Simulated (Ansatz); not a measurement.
# Sc3TiB, from a guessed structure to a relaxed one

This structure for Sc3TiB is made up. Its elements were placed in a known structure type with a cell scaled to their sizes. What cell does the guess relax to, and how far off was it?

Main program and level: Ansatz 0.2.0; DFT, PBE, plane-wave PAW, files of the set soft_1, scalar-relativistic, no spin, cell and ions relaxed at zero pressure; PAW set soft_1, in the first sound run; inputs show where later runs differ.

**1. Starting point**

It takes space group Pm-3m (No. 221, cubic). Conventional cell: a = 4.377 Å, b = 4.377 Å, c = 4.377 Å, α = 90.00°, β = 90.00°, γ = 90.00°. Nearest to Ti lie 12 Sc at 3.10 Å. Nearest to Sc lie 2 B at 2.19 Å and 8 Sc at 3.10 Å and 4 Ti at 3.10 Å. Nearest to B lie 6 Sc at 2.19 Å. Farther neighbours are not listed.

**2. Relaxation of the guess**

The guessed cell has no reason to be at equilibrium. It is relaxed with the atoms, within the space group of the guess.

File input.yaml:

```yaml
crystal:
  lattice:
    - [4.377, 0.0, 0.0]
    - [0.0, 4.377, 0.0]
    - [0.0, 0.0, 4.377]
  atoms:
    - { symbol: Ti, position: [0.0, 0.0, 0.0] }
    - { symbol: Sc, position: [0.5, 0.5, 0.0] }
    - { symbol: Sc, position: [0.0, 0.5, 0.5] }
    - { symbol: Sc, position: [0.5, 0.0, 0.5] }
    - { symbol: B, position: [0.5, 0.5, 0.5] }
kpoints:
  mp_grid: { grid: [6, 6, 6] }
scf:
  occupations: { method: fermi_dirac, width: 0.05 }
hamiltonian:
  xc: pbe
  pseudopotentials: { kind: paw, azcp: { folder: soft_1 } }
relax:
  f_tol: 0.015
  max_steps: 70
  cell: {}
output:
  forces: true
  stress: true
```

Launch:

```console
ansatz run input.yaml --threads 4 --pin off --max-ram 8192MiB --backend cpu --events-out ev --progress --plain --runs-dir out
```

Numbers of over 12 decimals in the logs are rounded to 6 here.

Output:

```text
Engine: ansatz 0.2.0, aarch64-unknown-linux-gnu
Pseudopotentials: kind: paw
Pseudopotential: Ti, paw, valence charge 12, recommended cutoff 420 eV (normal), soft_1/Ti.paw.azcp
Pseudopotential: Sc, paw, valence charge 11, recommended cutoff 420 eV (normal), soft_1/Sc.paw.azcp
Pseudopotential: B, paw, valence charge 3, recommended cutoff 420 eV (normal), soft_1/B.paw.azcp
Functional definition: PBE
  parameter kappa = 0.804
  parameter beta = 0.066725
  exchange = pbe_x(kappa = kappa, mu = beta*pi^2/3)
  correlation = pbe_c(beta = beta)
Crystal: 5 atoms, lattice volume = 83.855 Å³
Basis set: ecut = 420 eV, 1647 PW (Γ), exchange–correlation on 60×60×60 points (8 copies of the dense FFT grid, shifted against one another)
Bands: 29, of which v1, the nominal top of the filled ones, is band 24 counted from 1 (23 counted from 0)
Symmetry: 48 space group operations
Space group: Pm-3m (ITA 221), of the structure as read, at distance tolerance 4.4e-5 Å
k-points: 20 of 216
Non-local potential: Ti, projectors of the file, l = 0: 3, l = 1: 2, l = 2: 3, l = 3: 1
Non-local potential: Sc, projectors of the file, l = 0: 3, l = 1: 2, l = 2: 3, l = 3: 1
Non-local potential: B, projectors of the file, l = 0: 2, l = 1: 2, l = 2: 1
PAW form: soft (Blöchl's): semilocal exchange-correlation on the pseudo side does not see the compensation charge
PAW one-centre angular grid: Ti, 590 points (default); XC on 64 Gauss nodes
PAW one-centre angular grid: Sc, 590 points (default); XC on 64 Gauss nodes
PAW one-centre angular grid: B, 110 points (default); XC on 64 Gauss nodes
Initial density: superposition of atomic densities (chi_scale 0.1, normalization cell, long waves kept (reshape's long-wave potential 0.00 eV rms))
Initial wavefunctions: pseudopotential atomic-orbital guess
Functional: x = pbe(κ = 0.804, μ = 0.219515), c = pbe(β = 0.066725)
SCF iter   1: F=—  HF=-9066.380792 eV  |F-HF|=—  |Δ(HF+E_count)|=         —  Δρ=1.19e-1  dr2=3.14e1  ethr=3.10e-3  ⟨swp⟩=5.2  Hψ=2086  notcnv=0
preconditioner: auto → Kerker (q_TF=auto, 2.486 Å⁻¹)  [metal: Δε(μ)=0.046 eV  Ē_g=3.972 eV  σ=0.050 eV  W_gap=0.23  n_scr=18 (ndim 8)  ℏωp=16.2 eV  f_vac=0.000  D(μ)=7.74/eV (n_scr^D=92)]
SCF iter   2: F=—  HF=-9062.326282 eV  |F-HF|=—  |Δ(HF+E_count)|=    4.05e0  Δρ=1.03e-1  dr2=1.33e1  ethr=3.10e-3  ⟨swp⟩=3.6  Hψ=1515  notcnv=0
SCF iter   3: F=—  HF=-9061.526495 eV  |F-HF|=—  |Δ(HF+E_count)|=   8.00e-1  Δρ=3.40e-2  dr2=2.98e0  ethr=3.10e-3  ⟨swp⟩=2.9  Hψ=1288  notcnv=0
SCF iter   4: F=—  HF=-9061.209078 eV  |F-HF|=—  |Δ(HF+E_count)|=   3.17e-1  Δρ=2.77e-2  dr2=1.10e0  ethr=3.10e-3  ⟨swp⟩=2.4  Hψ=883  notcnv=0
SCF iter   5: F=—  HF=-9061.143013 eV  |F-HF|=—  |Δ(HF+E_count)|=   6.61e-2  Δρ=9.12e-3  dr2=9.17e-2  ethr=2.28e-3  ⟨swp⟩=2.0  Hψ=774  notcnv=0
SCF iter   6: F=—  HF=-9061.135400 eV  |F-HF|=—  |Δ(HF+E_count)|=   7.61e-3  Δρ=2.99e-3  dr2=2.18e-2  ethr=1.91e-4  ⟨swp⟩=2.6  Hψ=780  notcnv=0
SCF iter   7: F=—  HF=-9061.134221 eV  |F-HF|=—  |Δ(HF+E_count)|=   1.18e-3  Δρ=2.08e-3  dr2=9.97e-3  ethr=4.54e-5  ⟨swp⟩=1.0  Hψ=580  notcnv=0
SCF iter   8: F=—  HF=-9061.133483 eV  |F-HF|=—  |Δ(HF+E_count)|=   7.38e-4  Δρ=8.86e-4  dr2=1.66e-3  ethr=2.08e-5  ⟨swp⟩=1.2  Hψ=596  notcnv=0
SCF iter   9: F=—  HF=-9061.133356 eV  |F-HF|=—  |Δ(HF+E_count)|=   1.27e-4  Δρ=1.72e-4  dr2=6.07e-5  ethr=3.46e-6  ⟨swp⟩=1.9  Hψ=629  notcnv=0
SCF iter  10: F=—  HF=-9061.133328 eV  |F-HF|=—  |Δ(HF+E_count)|=   2.80e-5  Δρ=1.08e-5  dr2=9.95e-8  ethr=2.08e-10  ⟨swp⟩=4.0  Hψ=2439  notcnv=0
SCF iter  11: F=-9061.133328 eV  HF=-9061.133328 eV  |F-HF|=3.55e-8  |Δ(HF+E_count)|=   1.15e-8  Δρ=5.17e-6  dr2=4.04e-8  ethr=2.07e-10  ⟨swp⟩=2.4  Hψ=1933  notcnv=0
SCF 1 converged in 11 iterations: F = -9061.133328 eV  dr2 = 4.04e-8
  greatest PAW one-centre occupation: 0.999 electrons in one spin orbital (limit 2), on the Ti atom at site 0 (counted from 0), in its partial waves of l = 0
relax step   1: F+E_penalty+E_count = -9061.13332810 eV  Δ(F+E_penalty+E_count) = +0.000e0 eV  max|allowed force component| = 2.914e-29 eV/Å  Δτ_max = 0.0000 Å  P = +21.245 GPa  Ω = 83.855 Å³  (11 SCF iters, dr2 threshold 1.00e-7 eV, accepted)
Crystal: 5 atoms, lattice volume = 96.727 Å³
Basis set: ecut = 420 eV, 1863 PW (Γ), exchange–correlation on 60×60×60 points (8 copies of the dense FFT grid, shifted against one another)
Initial density: handed on by an earlier stage of this run
Initial wavefunctions: those handed on with the density
SCF iter   1: F=—  HF=-9062.505702 eV  |F-HF|=—  |Δ(HF+E_count)|=         —  Δρ=4.77e-2  dr2=6.07e0  ethr=3.10e-3  ⟨swp⟩=8.8  Hψ=2607  notcnv=0
preconditioner: auto → Kerker (q_TF=auto, 2.428 Å⁻¹)  [metal: Δε(μ)=0.025 eV  Ē_g=2.410 eV  σ=0.050 eV  W_gap=0.12  n_scr=26 (ndim 8)  ℏωp=15.1 eV  f_vac=0.000  D(μ)=11.30/eV (n_scr^D=170)]
SCF iter   2: F=—  HF=-9062.219451 eV  |F-HF|=—  |Δ(HF+E_count)|=   2.86e-1  Δρ=2.35e-2  dr2=1.49e0  ethr=3.10e-3  ⟨swp⟩=1.1  Hψ=742  notcnv=0
SCF iter   3: F=—  HF=-9062.120976 eV  |F-HF|=—  |Δ(HF+E_count)|=   9.85e-2  Δρ=2.70e-3  dr2=1.40e-2  ethr=3.10e-3  ⟨swp⟩=1.6  Hψ=598  notcnv=0
SCF iter   4: F=—  HF=-9062.120431 eV  |F-HF|=—  |Δ(HF+E_count)|=   5.45e-4  Δρ=7.51e-4  dr2=1.15e-3  ethr=2.92e-5  ⟨swp⟩=2.0  Hψ=931  notcnv=0
SCF iter   5: F=—  HF=-9062.120397 eV  |F-HF|=—  |Δ(HF+E_count)|=   3.45e-5  Δρ=1.33e-4  dr2=2.50e-5  ethr=2.39e-6  ⟨swp⟩=1.6  Hψ=593  notcnv=0
SCF iter   6: F=—  HF=-9062.121016 eV  |F-HF|=—  |Δ(HF+E_count)|=   6.20e-4  Δρ=2.97e-5  dr2=9.90e-7  ethr=5.21e-8  ⟨swp⟩=1.9  Hψ=658  notcnv=0
SCF iter   7: F=-9062.121016 eV  HF=-9062.121016 eV  |F-HF|=4.49e-8  |Δ(HF+E_count)|=   9.31e-8  Δρ=8.28e-6  dr2=8.44e-8  ethr=1.04e-9  ⟨swp⟩=4.0  Hψ=1805  notcnv=0
SCF 2 converged in 7 iterations: F = -9062.121016 eV  dr2 = 8.44e-8
relax step   2: F+E_penalty+E_count = -9062.12101636 eV  Δ(F+E_penalty+E_count) = -9.877e-1 eV  max|allowed force component| = 3.103e-29 eV/Å  Δτ_max = 0.0000 Å  P = +4.982 GPa  Ω = 96.727 Å³  energy of the carried Pulay correction = -2.220e-3 eV  (7 SCF iters, dr2 threshold 5.00e-7 eV, accepted)
Crystal: 5 atoms, lattice volume = 101.491 Å³
Basis set: ecut = 420 eV, 1935 PW (Γ), exchange–correlation on 60×60×60 points (8 copies of the dense FFT grid, shifted against one another)
iter 1 solved again at ethr=1.26e-3 eV; its pass at ethr=3.10e-3 eV (dr2=6.02e-1 eV) is discarded
SCF iter   1: F=—  HF=-9062.243275 eV  |F-HF|=—  |Δ(HF+E_count)|=         —  Δρ=1.48e-2  dr2=6.11e-1  ethr=1.26e-3  ⟨swp⟩=1.0  Hψ=3263  notcnv=0
preconditioner: auto → Kerker (q_TF=auto, 2.408 Å⁻¹)  [metal: Δε(μ)=0.001 eV  Ē_g=2.462 eV  σ=0.050 eV  W_gap=0.01  n_scr=26 (ndim 8)  ℏωp=14.7 eV  f_vac=0.000  D(μ)=12.90/eV (n_scr^D=178)]
SCF iter   2: F=—  HF=-9062.213553 eV  |F-HF|=—  |Δ(HF+E_count)|=   2.97e-2  Δρ=6.75e-3  dr2=1.31e-1  ethr=1.26e-3  ⟨swp⟩=1.1  Hψ=581  notcnv=0
SCF iter   3: F=—  HF=-9062.205217 eV  |F-HF|=—  |Δ(HF+E_count)|=   8.34e-3  Δρ=6.37e-4  dr2=3.44e-4  ethr=2.74e-4  ⟨swp⟩=1.8  Hψ=619  notcnv=0
SCF iter   4: F=—  HF=-9062.206132 eV  |F-HF|=—  |Δ(HF+E_count)|=   9.14e-4  Δρ=1.72e-4  dr2=3.03e-5  ethr=7.16e-7  ⟨swp⟩=2.0  Hψ=749  notcnv=0
SCF iter   5: F=—  HF=-9062.206133 eV  |F-HF|=—  |Δ(HF+E_count)|=   1.18e-6  Δρ=4.36e-5  dr2=2.87e-6  ethr=6.31e-8  ⟨swp⟩=2.1  Hψ=718  notcnv=0
SCF iter   6: F=-9062.206133 eV  HF=-9062.206133 eV  |F-HF|=6.85e-8  |Δ(HF+E_count)|=   8.59e-8  Δρ=9.21e-6  dr2=1.26e-7  ethr=1.04e-9  ⟨swp⟩=4.0  Hψ=1846  notcnv=0
SCF 3 converged in 6 iterations: F = -9062.206133 eV  dr2 = 1.26e-7
relax step   3: F+E_penalty+E_count = -9062.20613271 eV  Δ(F+E_penalty+E_count) = -8.512e-2 eV  max|allowed force component| = 6.074e-30 eV/Å  Δτ_max = 0.0000 Å  P = +0.922 GPa  Ω = 101.491 Å³  energy of the carried Pulay correction = -2.964e-3 eV  (6 SCF iters, dr2 threshold 5.00e-7 eV, accepted)
[...]
relax step   4: F+E_penalty+E_count = -9062.20942382 eV  Δ(F+E_penalty+E_count) = -3.291e-3 eV  max|allowed force component| = 6.022e-30 eV/Å  Δτ_max = 0.0000 Å  P = +0.053 GPa  Ω = 102.638 Å³  energy of the carried Pulay correction = -3.137e-3 eV  (6 SCF iters, dr2 threshold 5.00e-7 eV, accepted)
[...]
relax step   5: F+E_penalty+E_count = -9062.20942500 eV  Δ(F+E_penalty+E_count) = -1.182e-6 eV  max|allowed force component| = 1.544e-29 eV/Å  Δτ_max = 0.0000 Å  P = +0.001 GPa  Ω = 102.709 Å³  energy of the carried Pulay correction = -3.148e-3 eV  (6 SCF iters, dr2 threshold 6.98e-9 eV, accepted)
[...]
relax step   6: F+E_penalty+E_count = -9062.21507319 eV  Δ(F+E_penalty+E_count) = -5.648e-3 eV  max|allowed force component| = 1.641e-29 eV/Å  Δτ_max = 0.0000 Å  P = +0.075 GPa  Ω = 102.709 Å³  stress off target by 7.45e-2 GPa  SCF on the basis re-selected at this cell (its energy is not comparable with the rows above)  (6 SCF iters)
[...]
relax step   7: F+E_penalty+E_count = -9062.21508445 eV  Δ(F+E_penalty+E_count) = -1.126e-5 eV  max|allowed force component| = 5.811e-30 eV/Å  Δτ_max = 0.0000 Å  P = +0.001 GPa  Ω = 102.810 Å³  energy of the carried Pulay correction = -1.262e-5 eV  (6 SCF iters, dr2 threshold 1.39e-8 eV, accepted)
iter 1 solved again at ethr=9.22e-6 eV; its pass at ethr=3.10e-3 eV (dr2=4.42e-3 eV) is discarded
SCF iter   1: F=—  HF=-9062.215034 eV  |F-HF|=—  |Δ(HF+E_count)|=         —  Δρ=1.44e-5  dr2=2.05e-7  ethr=9.22e-6  ⟨swp⟩=2.1  Hψ=3049  notcnv=0
eigensolver tolerance schedule: the retry pair's looser diagonalisation over-reported the residual by 21592.92 of it (diagonalisation noise at an unbounded share of the residual, at the tolerance the schedule requests for it); recorded, not acted on — ethr = c·dr2/N_el stays at c = 1.0e-1
preconditioner: auto → Kerker (q_TF=auto, 2.403 Å⁻¹)  [metal: Δε(μ)=0.004 eV  Ē_g=2.516 eV  σ=0.050 eV  W_gap=0.02  n_scr=26 (ndim 8)  ℏωp=14.6 eV  f_vac=0.000  D(μ)=13.28/eV (n_scr^D=178)]
SCF iter   2: F=—  HF=-9062.215112 eV  |F-HF|=—  |Δ(HF+E_count)|=   7.75e-5  Δρ=7.14e-6  dr2=4.94e-8  ethr=4.27e-10  ⟨swp⟩=3.1  Hψ=1328  notcnv=1
SCF iter   3: F=—  HF=-9062.215112 eV  |F-HF|=—  |Δ(HF+E_count)|=   2.87e-8  Δρ=4.87e-6  dr2=2.05e-8  ethr=1.03e-10  ⟨swp⟩=1.1  Hψ=582  notcnv=0
SCF iter   4: F=—  HF=-9062.215112 eV  |F-HF|=—  |Δ(HF+E_count)|=   3.68e-8  Δρ=1.21e-6  dr2=1.16e-9  ethr=4.27e-11  ⟨swp⟩=1.9  Hψ=642  notcnv=0
iter 5 did not close the SCF: its close was put off for the readings that it lacked (scf_convergence_deferred on its scf_iter line)
SCF iter   5: F=-9062.215112 eV  HF=-9062.215112 eV  |F-HF|=1.09e-11  |Δ(HF+E_count)|=   2.65e-9  Δρ=1.58e-7  dr2=2.90e-11  ethr=2.42e-12  ⟨swp⟩=1.9  Hψ=660  notcnv=0
SCF iter   6: F=-9062.215112 eV  HF=-9062.215112 eV  |F-HF|=9.09e-12  |Δ(HF+E_count)|=  2.00e-11  Δρ=9.13e-8  dr2=1.28e-11  ethr=1.00e-12  ⟨swp⟩=2.9  Hψ=1776  notcnv=0
SCF 8 converged in 6 iterations: F = -9062.215112 eV  dr2 = 1.28e-11
relax step   8: F+E_penalty+E_count = -9062.21511167 eV  Δ(F+E_penalty+E_count) = -2.723e-5 eV  max|allowed force component| = 1.086e-29 eV/Å  Δτ_max = 0.0000 Å  P = +0.001 GPa  Ω = 102.810 Å³  stress off target by 1.07e-3 GPa  SCF on the basis re-selected at this cell (its energy is not comparable with the rows above)  (6 SCF iters)
basis re-selected at this cell: Δ(F+E_penalty+E_count) = -2.723e-5 eV, ΔP = -0.000 GPa vs the last step (what re-selecting the basis moved, of the pressure what is left beyond the Pulay correction that the steps carried, after the strain that the cell walked since its last selection, with what the two solves' SCF thresholds leave and, on support functions, any second-order correction that the steps lacked; it is no m [...]
SCF converged after 6 iterations
Free energy (F): -9062.215112 eV
Harris-Foulkes:  -9062.215112 eV  (|F-HF|=9.09e-12)
Internal energy: -9062.109320 eV  (E = F + TS)
E sigma→0 (E₀):  -9062.162216 eV
Entropy (-TS):   -0.105791 eV (-21.158 meV/atom)
Fermi energy:    9.162856 eV
--- Per-component energies (eV) ---
  E_band       = -699.766555
  E_kinetic    = 944.111680
  E_local      = -3612.905753  (includes V_loc(G=0)·N_el)
  E_nonlocal   = 498.300205
  E_hartree    = 1330.155759
  E_xc         = -402.665277
  E_vxc        = -495.418954  (∫ρ·V_xc dr)
  E_paw        = -4092.068937  (= ΣΔE_a)
  E_vpaw       = -694.165448  (= ΣTr[D̂ρ^β])
  E_aug_tail   = 0.000059  (compensation charges beyond the density's cutoff)
  E_ewald      = -3727.037057
  E_smearing   = -0.105791  (= −TS)
  E_closure    = 0.000000  (closes the sum)
  Σ components = -9062.215112   (vs F -9062.215112, Δ=0.00e0)
--- Forces (eV/Å), atoms counted from 1 ---
  atom   1  Ti     0.00000000    -0.00000000    -0.00000000
  atom   2  Sc     0.00000000     0.00000000     0.00000000
  atom   3  Sc     0.00000000     0.00000000     0.00000000
  atom   4  Sc    -0.00000000    -0.00000000     0.00000000
  atom   5  B      0.00000000    -0.00000000     0.00000000
  max |Σ_I F_I| component: 1.66e-29 eV/Å
--- Stress (GPa, compression-positive) ---
        0.001067       0.000000      -0.000000
        0.000000       0.001067       0.000000
       -0.000000       0.000000       0.001067
  P = ⅓ Tr σ = 0.0011 GPa (0.011 kbar)
--- Relaxed structure (6 steps of the walk, 6 accepted, 2 SCFs on fresh bases) ---
  F+E_penalty+E_count = -9062.21511167 eV   max|allowed force component| = 1.086e-29 eV/Å   (the final SCF, on the basis selected at the relaxed cell)
  cell:  # Å, volume = 102.8099 Å³
    - [4.684662, 0, 0]
    - [0, 4.684662, 0]
    - [0, 0, 4.684662]
  atoms:
    - { symbol: Ti, position: [0, 0, 0] }
    - { symbol: Sc, position: [0.5, 0.5, 0] }
    - { symbol: Sc, position: [0, 0.5, 0.5] }
    - { symbol: Sc, position: [0.5, 0, 0.5] }
    - { symbol: B, position: [0.5, 0.5, 0.5] }
```

It took 6.1 s on 4 threads of Arm Neoverse V2, shared host; peak memory 0.45 GiB.

Step by step:

```
step  energy less that of the first step (eV)  largest force component (eV/Å)  pressure (GPa)  volume (Å³)
   1                                   0.0000                          0.0000           21.24        83.86
   2                                  -0.9877                          0.0000            4.98        96.73
   3                                  -1.0728                          0.0000            0.92       101.49
   4                                  -1.0761                          0.0000            0.05       102.64
   5                                  -1.0761                          0.0000            0.00       102.71
  6*                                  -1.0817                          0.0000            0.07       102.71
   7                                  -1.0818                          0.0000            0.00       102.81
  8*                                  -1.0818                          0.0000            0.00       102.81
```

Relaxation steps marked * repeat the geometry before them on a plane-wave basis chosen anew for their cell, so energy and pressure can jump there.

Forces are held to the 48 operations that the run works with; a distortion that breaks them can't arise in this run.

```
conventional cell, symmetrised  before  after   change
                         a (Å)   4.377  4.685   +7.0 %
                         b (Å)   4.377  4.685   +7.0 %
                         c (Å)   4.377  4.685   +7.0 %
              volume (Å³/atom)   16.77  20.56  +22.6 %
```

The relaxed structure:

```xyz
5
Lattice="4.6847 0.0000 0.0000 0.0000 4.6847 0.0000 0.0000 0.0000 4.6847" Properties=species:S:1:pos:R:3 pbc="T T T"
Ti    0.0000    0.0000    0.0000
Sc    2.3423    2.3423    0.0000
Sc    0.0000    2.3423    2.3423
Sc    2.3423    0.0000    2.3423
B     2.3423    2.3423    2.3423
```

This step gave:

* free energy: -9062.2151 eV
* energy at zero smearing: -9062.1622 eV
* smearing term TS: 0.1058 eV
* Fermi energy: 9.163 eV
* electrons: 48
* symmetry operations: 48
* pressure: 0.001067 GPa

Shortest distances by pair of elements, guess and relaxed (not always the same contact):

```
 pair  guess (Å)  relaxed (Å)
 B–Sc      2.188        2.342
Sc–Ti      3.095        3.313
Sc–Sc      3.095        3.313
 B–Ti      3.791        4.057
Ti–Ti      4.377        4.685
```

The relaxation ends with a pressure of 0.00 GPa.

[end of part 1 of 2]

[Logs are printed without paths, hosts, clocks, repeated set-up lines and the standing remarks that a program may print on its own settings, such as how far it seeks lower states.]

[Hosts, paths, dates, database ids (printed as entryN), source tags and the programs' standing remarks are cut or masked in the printed files.]
